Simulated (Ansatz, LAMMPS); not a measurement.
# Molecular dynamics of glassy 67SiO2-6Al2O3-28SrO (mol %) (102 atoms)

How do the atoms of glassy 67SiO2-6Al2O3-28SrO (mol %) (102 atoms) move, and what local order do they keep?

Main program and level: Ansatz 0.2.0; Kohn-Sham DFT, PBE, PAW (set soft_2), plane waves.

**1. The starting structure**

The cell holds 102 atoms: 24 Si, 4 Al, 10 Sr and 64 O. Cell: a = 11.445 Å, b = 11.445 Å, c = 11.445 Å, α = 90.0°, β = 90.0°, γ = 90.0°. 102 atoms (24 Si, 4 Al, 10 Sr, 64 O) placed at random at 2.96 g/cm³, melted at 4000 K for 10 ps at fixed volume with the Morse and Coulomb pair potential with partial charges (Pedone, Malavasi, Menziani, Cormack and Segre, J. Phys. Chem. B 110, 11780 (2006)). Quenched from 4000 K to 300 K at 10 K/ps and fixed volume, held 10 ps at zero pressure.

Before any run, some limits are plain. The quench rate of 10 K/ps is orders of magnitude faster than experiment, which tends to freeze in extra defects. The network of bonds at the start is that of the classical potential that made the cell. The Brillouin zone is sampled at Γ only, in a cell whose shortest periodic width is 11 Å.

**2. Single point at the start**

The forces at the start show how far the geometry lies from a minimum of this functional.

Input file input.yaml:

```yaml
crystal:
  lattice:
    - [11.44481, 0.0, 0.0]
    - [0.0, 11.44481, 0.0]
    - [0.0, 0.0, 11.44481]
  atoms:
    - { symbol: Si, position: [0.15695, 0.17581, 0.46634] }
    - { symbol: Si, position: [0.64993, 0.19192, 0.36449] }
    - { symbol: Si, position: [0.52782, 0.67128, 0.84554] }
    - { symbol: Si, position: [0.36012, 0.64454, 0.62596] }
    [... 92 atom lines left out ...]
    - { symbol: O, position: [0.05851, 0.75785, 0.46315] }
    - { symbol: O, position: [0.34881, 0.96066, 0.25041] }
    - { symbol: O, position: [0.82127, 0.84752, 0.96531] }
    - { symbol: O, position: [0.59964, 0.92108, 0.63212] }
    - { symbol: O, position: [0.5978, 0.36667, 0.80798] }
    - { symbol: O, position: [0.63394, 0.32524, 0.42527] }
kpoints:
  mp_grid: { grid: [1, 1, 1] }
hamiltonian:
  xc: pbe
scf:
  occupations: { method: fixed }
output:
  forces: true
```

Run with:

```
$ ansatz run input.yaml --threads 4 --pin off --max-ram 8192MiB --backend cpu --events-out ev --progress --plain --runs-dir out
```

Wall time 19 s (4 threads of Arm Neoverse V1, shared host); peak memory 1.8 GiB; 69 s of CPU time.

The run gave:

* free energy: -89288.6865 eV
* free energy per atom: -875.3793 eV/atom
* SCF cycles: 9
* r.m.s. force component: 1.399 eV/Å
* longest force: 5.856 eV/Å
* Fermi energy: 4.653 eV

The r.m.s. force component of 1.4 eV/Å sets the starting point.

Neighbours are counted within 2.08 Å (O-Si), 3.05 Å (O-Sr), 2.27 Å (O-Al).

Length of the force by element and coordination:

| element | coordination | atoms | mean length of the force (eV/Å) | spread | least | most |
| --- | --- | --- | --- | --- | --- | --- |
| Al | all | 4 | 2.27 | 0.354 | 1.81 | 2.65 |
| O | all | 64 | 2.04 | 1.18 | 0.156 | 5.86 |
| O | 2 | 30 | 1.85 | 1.15 | 0.389 | 5.86 |
| O | 3 | 32 | 2.25 | 1.19 | 0.156 | 5.60 |
| O | 4 | 2 | 1.42 | 0.480 | 0.935 | 1.90 |
| Si | all | 24 | 2.71 | 1.14 | 1.16 | 5.28 |
| Sr | all | 10 | 1.19 | 0.333 | 0.606 | 1.62 |
| Sr | 3 | 1 | 1.57 | 0 | 1.57 | 1.57 |
| Sr | 4 | 2 | 0.880 | 0.0323 | 0.848 | 0.912 |
| Sr | 5 | 2 | 0.800 | 0.194 | 0.606 | 0.993 |
| Sr | 6 | 4 | 1.43 | 0.205 | 1.11 | 1.62 |
| Sr | 7 | 1 | 1.25 | 0 | 1.25 | 1.25 |

**3. Dynamics at 300 K**

A Langevin thermostat couples each atom to a heat bath, at the price of damped dynamics. The time step is 1.0 fs.

Changes to input.yaml since step 2:

```diff
@@ -15 +15,8 @@
   forces: true
+md:
+  timestep: 1.0
+  n_steps: 230
+  ensemble: nvt_langevin
+  temperature: 300
+  initial_velocities: maxwell_boltzmann
+  seed: 5326
```

Run time: 42 min. Hardware: 4 threads; peak memory 1.8 GiB; 2.7 h of CPU time.

The program notes that it switched symmetry off.

The trajectory, sampled:

| time (fs) | T (K) | potential (meV/atom) |
| --- | --- | --- |
| 0.0 | 297 | 0.0 |
| 15.0 | 461 | -27.1 |
| 31.0 | 383 | -23.8 |
| 46.0 | 485 | -43.5 |
| 61.0 | 386 | -33.7 |
| 77.0 | 391 | -40.4 |
| 92.0 | 382 | -40.7 |
| 107.0 | 325 | -41.6 |
| 123.0 | 367 | -46.1 |
| 138.0 | 325 | -47.5 |
| 153.0 | 327 | -47.6 |
| 169.0 | 334 | -46.1 |
| 184.0 | 317 | -46.3 |
| 199.0 | 318 | -50.8 |
| 215.0 | 276 | -49.2 |
| 230.0 | 304 | -51.9 |

Mean square displacement from the first frame to the last: Si 0.045 Å², Al 0.062 Å², Sr 0.11 Å², O 0.086 Å².

Mean square displacement against time lag:

| time lag (fs) | Al (Å²) | O (Å²) | Si (Å²) | Sr (Å²) |
| --- | --- | --- | --- | --- |
| 1.0 | 3.3e-5 | 5.6e-5 | 3.4e-5 | 8.8e-6 |
| 5.0 | 8.0e-4 | 0.00136 | 8.3e-4 | 2.2e-4 |
| 10.0 | 0.00298 | 0.00499 | 0.00297 | 8.6e-4 |
| 15.0 | 0.00610 | 0.00988 | 0.00569 | 0.00190 |
| 20.0 | 0.00962 | 0.0151 | 0.00829 | 0.00332 |
| 24.0 | 0.0124 | 0.0191 | 0.0100 | 0.00470 |
| 29.0 | 0.0158 | 0.0239 | 0.0118 | 0.00670 |
| 34.0 | 0.0189 | 0.0287 | 0.0132 | 0.00899 |
| 39.0 | 0.0217 | 0.0335 | 0.0146 | 0.0115 |
| 43.0 | 0.0238 | 0.0373 | 0.0157 | 0.0137 |
| 48.0 | 0.0265 | 0.0417 | 0.0172 | 0.0166 |
| 53.0 | 0.0291 | 0.0455 | 0.0188 | 0.0197 |
| 58.0 | 0.0318 | 0.0488 | 0.0204 | 0.0228 |
| 62.0 | 0.0340 | 0.0512 | 0.0218 | 0.0254 |
| 67.0 | 0.0368 | 0.0542 | 0.0235 | 0.0286 |
| 72.0 | 0.0394 | 0.0574 | 0.0252 | 0.0319 |
| 77.0 | 0.0418 | 0.0608 | 0.0269 | 0.0351 |
| 81.0 | 0.0435 | 0.0633 | 0.0280 | 0.0377 |
| 86.0 | 0.0457 | 0.0662 | 0.0293 | 0.0409 |
| 91.0 | 0.0478 | 0.0685 | 0.0303 | 0.0440 |
| 96.0 | 0.0502 | 0.0703 | 0.0312 | 0.0470 |
| 100.0 | 0.0523 | 0.0714 | 0.0318 | 0.0494 |
| 105.0 | 0.0551 | 0.0727 | 0.0327 | 0.0523 |
| 110.0 | 0.0580 | 0.0738 | 0.0337 | 0.0552 |
| 115.0 | 0.0611 | 0.0749 | 0.0347 | 0.0580 |

Over the second half of 230 fs the temperature averages 329 K, falling from about 353 to 292 K (means over the first and last quarter of that half). From first frame to last Sr has the largest mean square displacement, 0.11 Å² at the end; the farthest move is 0.60 Å. The count of bonds goes from 170 in the first frame to 178 in the last, by one set of cutoffs: 2 pairs passed out of them and 10 came within. The run spans 0.23 ps, too short for its means to be equilibrium values.

**4. Distances and neighbours late in the run**

The g(r) is a mean over the second half; what follows it is taken at the last frame.

Bonds before and after, by the cutoffs listed below:

| pair | bonds before | bonds after | mean before (Å) | mean after (Å) | spread before (Å) | spread after (Å) |
| --- | --- | --- | --- | --- | --- | --- |
| O-Si | 96 | 96 | 1.615 | 1.648 | 0.047 | 0.046 |
| O-Sr | 58 | 65 | 2.713 | 2.689 | 0.230 | 0.243 |
| O-Al | 16 | 17 | 1.763 | 1.809 | 0.053 | 0.118 |

Density 2.97 g/cm³, 14.70 Å³ an atom.

Mean of 14 frames. Pair distribution functions g(r), in bins of 0.2 Å:

| r (Å) | total | O-O | O-Si | O-Sr | O-Al | Si-Si | Si-Sr |
| --- | --- | --- | --- | --- | --- | --- | --- |
| 1.50 | 0.69 | 0.00 | 2.31 | 0.00 | 0.00 | 0.00 | 0.00 |
| 1.70 | 3.77 | 0.00 | 11.44 | 0.00 | 8.00 | 0.00 | 0.00 |
| 1.90 | 0.18 | 0.00 | 0.02 | 0.00 | 3.62 | 0.00 | 0.00 |
| 2.10 | 0.03 | 0.00 | 0.00 | 0.00 | 0.54 | 0.00 | 0.00 |
| 2.30 | 0.22 | 0.01 | 0.00 | 1.74 | 0.10 | 0.00 | 0.00 |
| 2.50 | 0.91 | 1.51 | 0.00 | 2.60 | 0.00 | 0.00 | 0.00 |
| 2.70 | 1.86 | 4.05 | 0.00 | 2.17 | 0.00 | 0.00 | 0.00 |
| 2.90 | 0.79 | 1.37 | 0.05 | 1.09 | 0.00 | 1.25 | 0.24 |
| 3.10 | 0.84 | 0.71 | 0.22 | 0.77 | 0.14 | 3.79 | 1.01 |
| 3.30 | 0.79 | 0.72 | 0.61 | 0.78 | 0.35 | 1.80 | 1.66 |
| 3.50 | 0.88 | 0.74 | 0.96 | 0.57 | 1.57 | 0.00 | 2.78 |
| 3.70 | 0.94 | 0.66 | 1.29 | 0.60 | 1.36 | 0.16 | 2.75 |
| 3.90 | 1.12 | 0.70 | 1.54 | 1.20 | 1.35 | 0.29 | 2.64 |
| 4.10 | 1.09 | 0.61 | 1.90 | 0.73 | 1.22 | 0.54 | 1.14 |
| 4.30 | 1.09 | 0.74 | 1.67 | 0.96 | 2.08 | 0.62 | 0.49 |
| 4.50 | 0.95 | 0.85 | 0.90 | 1.42 | 1.21 | 1.25 | 0.60 |
| 4.70 | 0.98 | 1.11 | 0.73 | 1.32 | 0.61 | 1.29 | 0.76 |
| 4.90 | 1.16 | 1.57 | 0.62 | 1.42 | 0.65 | 1.39 | 0.60 |
| 5.10 | 1.16 | 1.50 | 0.74 | 1.19 | 0.72 | 1.52 | 0.76 |
| 5.30 | 1.05 | 1.25 | 0.84 | 1.01 | 0.79 | 1.44 | 0.78 |
| 5.50 | 0.91 | 0.96 | 0.95 | 0.83 | 0.88 | 0.96 | 0.52 |

Bonds by pair of elements; cutoffs follow the first minimum of g(r), held within bounds set by covalent radii, and pairs that aren't listed don't count as bonded:

| pair A-B | cutoff (Å) | bonds | mean length (Å) | spread (Å) | shortest (Å) | B about A | A about B |
| --- | --- | --- | --- | --- | --- | --- | --- |
| O-Si | 2.12 | 96 | 1.65 | 0.046 | 1.54 | 1.5 | 4 |
| O-Sr | 3.23 | 65 | 2.69 | 0.243 | 2.27 | 1.02 | 6.5 |
| O-Al | 2.49 | 17 | 1.81 | 0.118 | 1.68 | 0.266 | 4.25 |

How many atoms have how many bonded neighbours:

| element | mean | 2 | 3 | 4 | 5 | 6 | 7 | 8 |
| --- | --- | --- | --- | --- | --- | --- | --- | --- |
| Al | 4.25 | 0 | 0 | 3 | 1 | 0 | 0 | 0 |
| O | 2.78 | 22 | 34 | 8 | 0 | 0 | 0 | 0 |
| Si | 4 | 0 | 0 | 24 | 0 | 0 | 0 | 0 |
| Sr | 6.5 | 0 | 0 | 0 | 1 | 4 | 4 | 1 |

Bond angles, per cent of each kind in bins of 5°:

| angle (°) | O-Sr-O | O-Si-O | Si-O-Sr | Si-O-Si | O-Al-O |
| --- | --- | --- | --- | --- | --- |
| 50–55 | 3.9 | 0.0 | 0.0 | 0.0 | 0.0 |
| 55–60 | 7.7 | 0.0 | 0.0 | 0.0 | 0.0 |
| 60–65 | 1.1 | 0.0 | 0.0 | 0.0 | 0.0 |
| 65–70 | 6.0 | 0.0 | 0.0 | 0.0 | 0.0 |
| 70–75 | 6.0 | 0.0 | 0.0 | 0.0 | 0.0 |
| 75–80 | 7.7 | 0.0 | 1.2 | 0.0 | 0.0 |
| 80–85 | 6.0 | 0.0 | 1.2 | 0.0 | 0.0 |
| 85–90 | 5.0 | 0.0 | 6.0 | 0.0 | 14.3 |
| 90–95 | 8.8 | 2.8 | 12.0 | 0.0 | 3.6 |
| 95–100 | 5.0 | 6.9 | 9.6 | 0.0 | 7.1 |
| 100–105 | 3.3 | 16.7 | 12.0 | 0.0 | 17.9 |
| 105–110 | 3.9 | 26.4 | 6.0 | 0.0 | 21.4 |
| 110–115 | 3.3 | 27.1 | 12.0 | 0.0 | 10.7 |
| 115–120 | 4.4 | 13.2 | 4.8 | 3.1 | 14.3 |
| 120–125 | 3.9 | 4.9 | 9.6 | 6.2 | 0.0 |
| 125–130 | 1.1 | 2.1 | 10.8 | 9.4 | 3.6 |
| 130–135 | 3.9 | 0.0 | 4.8 | 9.4 | 0.0 |
| 135–140 | 5.0 | 0.0 | 1.2 | 21.9 | 0.0 |
| 140–145 | 3.3 | 0.0 | 2.4 | 12.5 | 3.6 |
| 145–150 | 2.2 | 0.0 | 1.2 | 15.6 | 0.0 |
| 150–155 | 1.7 | 0.0 | 1.2 | 6.2 | 0.0 |
| 155–160 | 1.7 | 0.0 | 3.6 | 12.5 | 0.0 |
| 160–165 | 1.7 | 0.0 | 0.0 | 0.0 | 0.0 |
| 165–170 | 2.2 | 0.0 | 0.0 | 0.0 | 0.0 |
| 170–175 | 1.1 | 0.0 | 0.0 | 3.1 | 3.6 |
| 175–180 | 0.5 | 0.0 | 0.0 | 0.0 | 0.0 |

Bond angles (no mean is given where the spread exceeds 20°):

| angle | count | mean (°) | spread (°) |
| --- | --- | --- | --- |
| O-Sr-O | 182 | - | - |
| O-Si-O | 144 | 109 | 6.9 |
| Si-O-Sr | 83 | 112 | 18.3 |
| Si-O-Si | 32 | 141 | 12.1 |
| O-Al-O | 28 | 108 | 17.5 |

Oxygen atoms by the number of network formers (Si, P, Ge, B, Al, As, Ga) bound to them:

| network formers bound to O | O atoms | per cent |
| --- | --- | --- |
| 0 | 0 | 0 |
| 1 | 15 | 23.4 |
| 2 | 49 | 76.6 |

Network units: each former by its oxygen neighbours and how many of them bridge to another former:

| former | O neighbours | bridging O | atoms |
| --- | --- | --- | --- |
| Si | 4 | 2 | 1 |
| Si | 4 | 3 | 13 |
| Si | 4 | 4 | 10 |
| Al | 4 | 4 | 3 |
| Al | 5 | 5 | 1 |

Bond length by coordination (bonds to H left out):

| element | coordination | atoms | mean bond length (Å) |
| --- | --- | --- | --- |
| Al | 4 | 3 | 1.78 |
| Al | 5 | 1 | 1.88 |
| O | 2 | 22 | 1.7 |
| O | 3 | 34 | 2.09 |
| O | 4 | 8 | 2.38 |
| Sr | 5 | 1 | 2.63 |
| Sr | 6 | 4 | 2.69 |
| Sr | 7 | 4 | 2.68 |
| Sr | 8 | 1 | 2.75 |

Rings of the network by King's shortest-path rule, up to 12 atoms, one path for each pair of neighbours; H, halogens, alkali and alkaline-earth atoms are left out, and the last column divides by all other atoms, bonded or not:

| ring size (atoms) | rings | per network atom |
| --- | --- | --- |
| 6 | 1 | 0.011 |
| 8 | 3 | 0.033 |
| 10 | 7 | 0.076 |
| 12 | 5 | 0.054 |

For some of the pairs, g(r) has its first main peak near 2.7 Å (O-O), 1.6 Å (O-Si), 2.5 Å (O-Sr), 1.8 Å (O-Al) and 3.1 Å (Si-Si). With the cutoffs above, 75 % of Al atoms have 4, 53 % of O atoms have 3, all Si atoms have 4 and 40 % of Sr atoms have 6 and as many 7 bonded neighbours. 77 % of the oxygens bridge two formers (Si and Al) and 23 % are non-bridging. The commonest Si unit has 4 oxygens, 3 of them shared with other formers (13 of 24 atoms). Rings of 10 atoms are the most common (44 % of those counted); sizes run from 6 to 12, where the search stops.

**5. Single point at the last frame**

The last frame is solved once more, with the analyses that the dynamics left out.

Input file input.yaml:

```yaml
crystal:
  lattice:
    - [11.44481, 0.0, 0.0]
    - [0.0, 11.44481, 0.0]
    - [0.0, 0.0, 11.44481]
  atoms:
    - { symbol: Si, position: [0.1315, 0.20624, 0.46154] }
    - { symbol: Si, position: [0.6399, 0.20079, 0.37821] }
    - { symbol: Si, position: [0.5069, 0.67496, 0.82934] }
    - { symbol: Si, position: [0.34562, 0.63537, 0.61122] }
    [... 92 atom lines left out ...]
    - { symbol: O, position: [0.03334, 0.76655, 0.47904] }
    - { symbol: O, position: [0.3397, 0.93921, 0.27264] }
    - { symbol: O, position: [0.8313, 0.85563, 0.97542] }
    - { symbol: O, position: [0.60229, 0.94306, 0.63901] }
    - { symbol: O, position: [0.59585, 0.37808, 0.80507] }
    - { symbol: O, position: [0.64557, 0.33212, 0.42784] }
kpoints:
  mp_grid: { grid: [1, 1, 1] }
hamiltonian:
  xc: pbe
scf:
  occupations: { method: fixed }
output:
  forces: true
  stress: true
  populations: true
  dos:
    method: { smearing: { sigma: 0.15 } }
    de: 0.1
    projected: { site_lists: { Al: [Al], O: [O], Si: [Si], Sr: [Sr] } }
  eigenvalues: true
  write_density: true
  write_potential: true
  volumetric_format: npy
```

Elapsed: 30 s, on 4 threads; peak memory 1.9 GiB; 1.9 min of CPU time.

The run gave:

```yaml
free_energy: -89293.9839 eV
free_energy_per_atom: -875.4312 eV/atom
scf_cycles: 9
pressure: -0.6787 GPa
r_m_s_force_component: 0.8212 eV/Å
longest_force: 3.809 eV/Å
fermi_energy: 4.087 eV
spacing_of_highest_filled_and_lowest_empty_level: 3.622 eV
spilling_of_the_projection: 0.01311
```

Neighbours are counted within 2.12 Å (O-Si), 3.23 Å (O-Sr), 2.49 Å (O-Al), the cutoffs taken from the dynamics.

Length of the force by element and coordination:

| element | coordination | atoms | mean length of the force (eV/Å) | spread | least | most |
| --- | --- | --- | --- | --- | --- | --- |
| Al | all | 4 | 1.47 | 0.479 | 0.83 | 2.11 |
| Al | 4 | 3 | 1.54 | 0.533 | 0.83 | 2.11 |
| Al | 5 | 1 | 1.25 | 0 | 1.25 | 1.25 |
| O | all | 64 | 1.15 | 0.580 | 0.402 | 3.81 |
| O | 2 | 22 | 1.07 | 0.673 | 0.402 | 3.81 |
| O | 3 | 34 | 1.20 | 0.514 | 0.515 | 2.54 |
| O | 4 | 8 | 1.19 | 0.533 | 0.72 | 2.32 |
| Si | all | 24 | 1.71 | 0.805 | 0.634 | 3.49 |
| Sr | all | 10 | 0.587 | 0.284 | 0.3 | 1.29 |
| Sr | 5 | 1 | 0.501 | 0 | 0.501 | 0.501 |
| Sr | 6 | 4 | 0.578 | 0.195 | 0.310 | 0.765 |
| Sr | 7 | 4 | 0.444 | 0.140 | 0.3 | 0.665 |
| Sr | 8 | 1 | 1.29 | 0 | 1.29 | 1.29 |

Löwdin charges by element and coordination (they lack the spilled electrons, 0.076 e an atom on average):

| element | coordination | atoms | mean charge (e) | spread | least | most |
| --- | --- | --- | --- | --- | --- | --- |
| Al | all | 4 | 1.30 | 0.027 | 1.27 | 1.34 |
| Al | 4 | 3 | 1.32 | 0.0211 | 1.29 | 1.34 |
| Al | 5 | 1 | 1.27 | 0 | 1.27 | 1.27 |
| O | all | 64 | -0.872 | 0.0806 | -1.05 | -0.768 |
| O | 2 | 22 | -0.825 | 0.061 | -0.983 | -0.768 |
| O | 3 | 34 | -0.883 | 0.0751 | -1.05 | -0.802 |
| O | 4 | 8 | -0.954 | 0.0675 | -1.04 | -0.853 |
| Si | all | 24 | 1.68 | 0.0372 | 1.60 | 1.74 |
| Sr | all | 10 | 1.81 | 0.0124 | 1.79 | 1.83 |
| Sr | 5 | 1 | 1.82 | 0 | 1.82 | 1.82 |
| Sr | 6 | 4 | 1.81 | 0.0109 | 1.80 | 1.83 |
| Sr | 7 | 4 | 1.81 | 0.013 | 1.79 | 1.83 |
| Sr | 8 | 1 | 1.82 | 0 | 1.82 | 1.82 |

Density of states as counts of states in windows of 1 eV (from the Fermi level), total and the larger projections:

| from (eV) | to (eV) | total | O p | Si p |
| --- | --- | --- | --- | --- |
| -10 | -9 | 6.2 | 4.1 | 0.3 |
| -9 | -8 | 14.5 | 9.7 | 1.0 |
| -8 | -7 | 13.5 | 9.4 | 1.4 |
| -7 | -6 | 23.6 | 17.6 | 3.4 |
| -6 | -5 | 29.3 | 22.5 | 4.4 |
| -5 | -4 | 41.2 | 32.7 | 4.2 |
| -4 | -3 | 63.0 | 54.4 | 3.5 |
| -3 | -2 | 76.7 | 70.5 | 2.1 |
| -2 | -1 | 71.4 | 67.3 | 1.3 |
| -1 | 0 | 42.9 | 40.7 | 0.8 |
| 0 | 1 | 1.6 | 1.5 | 0.0 |
| 1 | 3 | 0.0 | 0.0 | 0.0 |
| 3 | 4 | 2.0 | 0.0 | 0.0 |
| 4 | 5 | 2.6 | 0.2 | 0.2 |

With fixed occupations the program's Fermi level is the highest filled level; weight inside the gap is the broadening of levels at its edges.

Between -26 and -10 eV lie 188 more states.

The levels nearest the highest filled one (over half full), pooled over k-points and spins:

| level less the highest filled one (eV) | occupation |
| --- | --- |
| -0.355 | 2 |
| -0.333 | 2 |
| -0.308 | 2 |
| -0.269 | 2 |
| -0.203 | 2 |
| 0 | 2 |
| 3.62 | 0 |
| 4.71 | 0 |
| 5.02 | 0 |
| 5.12 | 0 |
| 5.21 | 0 |
| 5.26 | 0 |

Mean Löwdin charges: Al +1.30, O -0.87, Si +1.68, Sr +1.81 e (they miss 1.3 % of the electrons, so they add up to more than the cell's charge).

**6. Summary of results**

```json
{
  "mean temperature, second half": "329.1 K",
  "temperature swing, second half": "28.9 K",
  "free energy per atom": "-875.4312 eV/atom",
  "pressure": "-0.6787 GPa",
  "r.m.s. force component": "0.8212 eV/Å",
  "gap (highest filled to lowest empty level)": "3.622 eV",
  "wall time of the 3 DFT runs": "43 min"
}
```

What this shows: Over the second half of 230 fs the temperature averages 329 K, falling from about 353 to 292 K (means over the first and last quarter of that half). The count of bonds goes from 170 in the first frame to 178 in the last, by one set of cutoffs: 2 pairs passed out of them and 10 came within. The run spans 0.23 ps, too short for its means to be equilibrium values. With the cutoffs above, 75 % of Al atoms have 4, 53 % of O atoms have 3, all Si atoms have 4 and 40 % of Sr atoms have 6 and as many 7 bonded neighbours. 77 % of the oxygens bridge two formers (Si and Al) and 23 % are non-bridging. Between filled and empty levels lie 3.62 eV (at Γ alone); a semilocal functional tends to put such gaps too low. In a disordered cell it changes from sample to sample, and tail or defect levels can set it.

Caveats: The network of bonds at the start is that of the classical potential that made the cell; in DFT 2 of its 170 bonded pairs passed out of the cutoffs and 10 came within them. The pressure of a single frame lacks the kinetic term, about 0.31 GPa here.

[Logs are printed without paths, hosts, clocks, repeated set-up lines and the standing remarks that a program may print on its own settings, such as how far it seeks lower states.]

[Hosts, paths, dates, database ids (printed as entryN), source tags and the programs' standing remarks are cut or masked in the printed files.]
